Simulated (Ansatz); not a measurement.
# The potential step between two gates: 1T-SnS2 under 1T-NiTe2, AA'

Two oppositely charged gates put a neutral stack in a displacement field D. The voltage between them is D/ε₀ times an electrical distance, shorter than the real one because the stack screens.

**Method.** Ansatz 0.2.0, plane waves with PAW datasets (its set soft_2), LDA; isolated slab, charged sheets 6 Å from the outer atoms behind model barriers, atoms held. Voltages count from the uncharged case.

| run | D/ε₀ (V/nm) | step in an electron's potential, upper less lower gate (eV) |
| --- | --- | --- |
| run 1 | −3.619 | −3.479 |
| run 2 | −1.810 | −1.741 |
| run 3 | 0.000 | 0.000 |
| run 4 | 1.810 | 1.743 |
| run 5 | 3.619 | 3.487 |
| run 6 | 5.428 | ? |

**Question.** What value belongs in the row marked “?”, and how far can the other rows tell?

A least-squares line through the 5 rows shown has slope 0.9624 and intercept 0.0020; no row lies more than 0.002 eV off it. The size of the slope, 0.962 nm, is the electrical distance; the sheets are 2.024 nm apart, and screening reaches beyond the outer atoms. At 5.428 it gives 0.9624 × 5.428 + 0.0020 = 5.226 eV, beyond the rows fitted. Rounding and scatter of the rows alone allow about ±0.003 eV there.

The run itself gives 5.233 eV: a miss of +0.007 eV, or 0.1 % of the value. Screening stays linear to within 1 % over this range.

Caveats: The gates are model sheets, not atoms. Spin-orbit coupling is left out, which changes the bands of elements this heavy.
